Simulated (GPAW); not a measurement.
# Cr2CO2 MXene monolayer: work function by functional and basis, part 2 of 2

Wanted: work functions and dipole of Cr2CO2 MXene monolayer, with the cost of each level.

GPAW 26.7.0; GPAW, PAW setups; layer in a repeated cell with vacuum, relaxation of atoms and in-plane cell (the session's first sound run).

So far, upper work function (eV): step 3 (the slab's potential, PBE, GPAW) 6.43; step 5 (self-consistent run: xc = "RPBE") 6.31; step 6 (OptPBE vdW: xc = "optPBE-vdW", GPAW, PAW setups, GPAW) 6.72; step 7 (self-consistent run: xc = "vdW-DF2", GPAW, PAW setups, GPAW) 7.00; step 8 (self-consistent run: xc = "LDA") 6.73.

## 9. Real-space grid: mode = "fd"

A real-space grid is a second complete basis, so it checks the plane-wave result.

run.py

```python
import json
import numpy as np
from ase import Atoms
from gpaw import GPAW

slab = Atoms(
    ['O', 'Cr', 'C', 'Cr', 'O'],
    positions=[
        [-0.00000, 1.66600, 7.00000],
        [1.44280, 0.83301, 7.94698],
        [0.00000, -0.00000, 9.23723],
        [-0.00000, 1.66600, 10.52748],
        [1.44280, 0.83301, 11.47447]],
    cell=[[2.88561, -0.0, 0.0], [-1.4428, 2.49901, 0.0], [0.0, 0.0, 18.4745]],
    pbc=[True, True, False],
    magmoms=[0.0, 2.0, 0.0, 2.0, 0.0])

slab.calc = GPAW(mode='fd', h=0.18, xc='PBE', kpts={'size': (12, 12, 1), 'gamma': True},
                 occupations={'name': 'fermi-dirac', 'width': 0.05}, nbands='160%',
                 convergence={'density': 1e-05}, maxiter=200,
                 poissonsolver={'dipolelayer': 'xy'},
                 symmetry={'tolerance': 1e-3}, txt='slab.txt')
result = {}
energy = slab.get_potential_energy()
fermi = slab.calc.get_fermi_level()
v = slab.calc.get_electrostatic_potential().mean((0, 1)) - fermi
n = slab.calc.get_pseudo_density().mean((0, 1))
L = slab.cell[2, 2]
z = np.arange(len(v)) * L / len(v)
low, high = slab.positions[:, 2].min(), slab.positions[:, 2].max()
below, above = np.interp([low - 4.8, high + 4.8], z, v)
slopes = [np.interp(x, z, np.gradient(v, z)) for x in (low - 4.8, high + 4.8)]
eps = np.array([[slab.calc.get_eigenvalues(k, s) for k in range(len(slab.calc.get_ibz_k_points()))]
                for s in range(slab.calc.get_number_of_spins())]) - fermi
top, bottom = eps[eps < 0].max(), eps[eps > 0].min()
dipole = slab.get_dipole_moment()[2]
print(f'energy {energy:.4f} eV, Fermi level {fermi:.4f} eV, dipole {dipole:.5f} e A')
print(f'potential 4.8 A off the faces, from the Fermi level: lower {below:.4f} eV, upper {above:.4f} eV')
print(f'slope of the potential there: lower {slopes[0]:.5f}, upper {slopes[1]:.5f} eV/A')
print(f'nearest levels on the mesh: {top:.4f} and {bottom:.4f} eV')
print('magnetic moment', round(slab.get_magnetic_moment(), 3))
result.update(energy=energy, fermi=fermi, dipole=dipole, below=below, above=above, slopes=slopes, edges=[top, bottom],
              z=z.tolist(), v=v.tolist(), n=n.tolist(), positions=slab.positions.tolist(),
              forces=slab.get_forces(apply_constraint=False).tolist(), moments=slab.get_magnetic_moments().tolist())
json.dump(result, open('result.json', 'w'))
```

Run with:

```sh
OMP_NUM_THREADS=1 OPENBLAS_NUM_THREADS=1 python run.py
```

It took 3.6 min on 1 thread of Intel Xeon 6975P-C (Granite Rapids), shared host; peak memory 0.46 GiB.

Numbers from this step:

| Item | Value |
| --- | --- |
| dipole along the normal | -3.99e-4 e·Å |
| levels nearest the Fermi level on the mesh | -0.02125, 0.001702 eV from the Fermi level |
| upper work function | 6.455 eV |
| lower work function | 6.444 eV |
| site moments | -0.01852, 2.045, -0.1306, 2.045, -0.01852 μB |
| sum of the site moments | 3.923 μB |

The electrostatic potential energy of an electron (without an applied field's), less the Fermi level, planar mean oscillates, so the rows of the table below give means over windows of 1.33 Å about each position, cut where the curve ends. Its maxima inside the range that stand out by 2 % of the span (Å: eV): 7.4: -10.7, 8.7: -5.88, 9.8: -5.88, 11.1: -10.7. Its minima: 7.1: -12.9, 7.9: -18.6, 9.2: -12.8, 10.6: -18.6, 11.4: -12.9.

Table of electrostatic potential energy of an electron (without an applied field's), less the Fermi level, planar mean by z; means over each step:

z (Å), electrostatic potential energy of an electron (without an applied field's), less the Fermi level, planar mean (eV) and a bar from the least value:
```
     0.67        6.4 ##############################
     2.00        6.4 ##############################
     3.33        6.4 ##############################
     4.66        6.4 ##############################
     5.99        4.8 ###########################
     7.32      -12.2 
     8.64      -10.7 ##
     9.98      -11.3 #
    11.30      -10.2 ###
    12.64        5.5 ############################
    13.96        6.4 ##############################
    15.30        6.5 ##############################
    16.62        6.5 ##############################
    17.95        6.5 ##############################
```

The upper face's work function is 6.455 eV, against 6.429 eV in the first plane-wave PBE run at this geometry.

## 10. Atomic orbitals: mode = "lcao"

Atom-centred orbitals end a few angstrom from the surface, which tests how much the density's tail matters.

run.py, as its differences from that of step 9:

```diff
@@ -17,4 +17,4 @@
 
-slab.calc = GPAW(mode='fd', h=0.18, xc='PBE', kpts={'size': (12, 12, 1), 'gamma': True},
-                 occupations={'name': 'fermi-dirac', 'width': 0.05}, nbands='160%',
+slab.calc = GPAW(mode='lcao', basis='dzp', h=0.18, xc='PBE', kpts={'size': (12, 12, 1), 'gamma': True},
+                 occupations={'name': 'fermi-dirac', 'width': 0.05}, nbands='120%',
                  convergence={'density': 1e-05}, maxiter=200,
```

The job ended after 2.4 min (1 thread; peak memory 0.22 GiB).

This step gave:

- dipole along the normal: -4.03e-4 e·Å
- levels nearest the Fermi level on the mesh: -0.02845, 0.006858 eV from the Fermi level
- upper work function: 6.478 eV
- lower work function: 6.467 eV
- site moments: -0.02363, 2.015, -0.1383, 2.015, -0.02363 μB
- sum of the site moments: 3.845 μB

The upper face's work function is 6.478 eV, against 6.429 eV in the first plane-wave PBE run at this geometry.

## 11. All levels side by side

Times are for 1 thread of Intel Xeon 6975P-C (Granite Rapids), shared host. The runs compared:

| no. | run | upper work function (eV) | lower work function (eV) | time | memory (GiB) |
| --- | --- | --- | --- | --- | --- |
| 1 | pw | 6.429 | 6.418 | 40 s | 0.25 |
| 2 | revPBE | 6.310 | 6.299 | 40 s | 0.24 |
| 3 | RPBE | 6.309 | 6.298 | 40 s | 0.25 |
| 4 | optPBE vdW | 6.721 | 6.710 | 49 s | 0.39 |
| 5 | vdW DF2 | 6.999 | 6.988 | 52 s | 0.37 |
| 6 | LDA | 6.735 | 6.723 | 48 s | 0.22 |
| 7 | fd | 6.455 | 6.444 | 3.6 min | 0.46 |
| 8 | lcao | 6.478 | 6.467 | 2.4 min | 0.22 |

## 12. Side by side

Results and costs are gathered.

This step: comparison of work functions, dipole and cost (GPAW 26.7.0).

Ladder, by row:

| step | code | work function, upper (eV) | work function, lower (eV) | dipole (e Å) | wall time (s) | peak memory (GiB) | threads |
| --- | --- | --- | --- | --- | --- | --- | --- |
| pw | GPAW | 6.429 | 6.418 | -1.91e-4 | 40.21 | 0.25 | 1 |
| revPBE | GPAW | 6.31 | 6.299 | -1.91e-4 | 39.51 | 0.24 | 1 |
| RPBE | GPAW | 6.309 | 6.298 | -1.91e-4 | 39.85 | 0.25 | 1 |
| optPBE-vdW | GPAW | 6.721 | 6.71 | -1.90e-4 | 49.25 | 0.39 | 1 |
| vdW-DF2 | GPAW | 6.999 | 6.988 | -1.88e-4 | 52.28 | 0.37 | 1 |
| LDA | GPAW | 6.735 | 6.723 | -1.88e-4 | 47.61 | 0.22 | 1 |
| fd | GPAW | 6.455 | 6.444 | -3.99e-4 | 215.9 | 0.46 | 1 |
| lcao | GPAW | 6.478 | 6.467 | -4.03e-4 | 145.9 | 0.22 | 1 |

## 13. Outcome

| Quantity | Value |
| --- | --- |
| work function, upper and lower face | 6.429 and 6.418 eV |
| dipole along the normal | -1.9e-4 e Å, near the numerical noise |

**Reading.** With plane waves and PBE the work function is 6.43 eV on the upper face and 6.42 eV on the lower. Over the sound runs of the table the upper face's work function spans 6.309 (RPBE) to 6.999 eV (vdW-DF2). One magnetic start was tried; another order may lie lower. The layer's cell and atoms come from the relaxation; spin-orbit coupling and temperature are left out.

[Logs are printed without paths, hosts, clocks, repeated set-up lines and the standing remarks that a program may print on its own settings, such as how far it seeks lower states.]

[Hosts, paths, dates, database ids (printed as entryN), source tags and the programs' standing remarks are cut or masked in the printed files.]
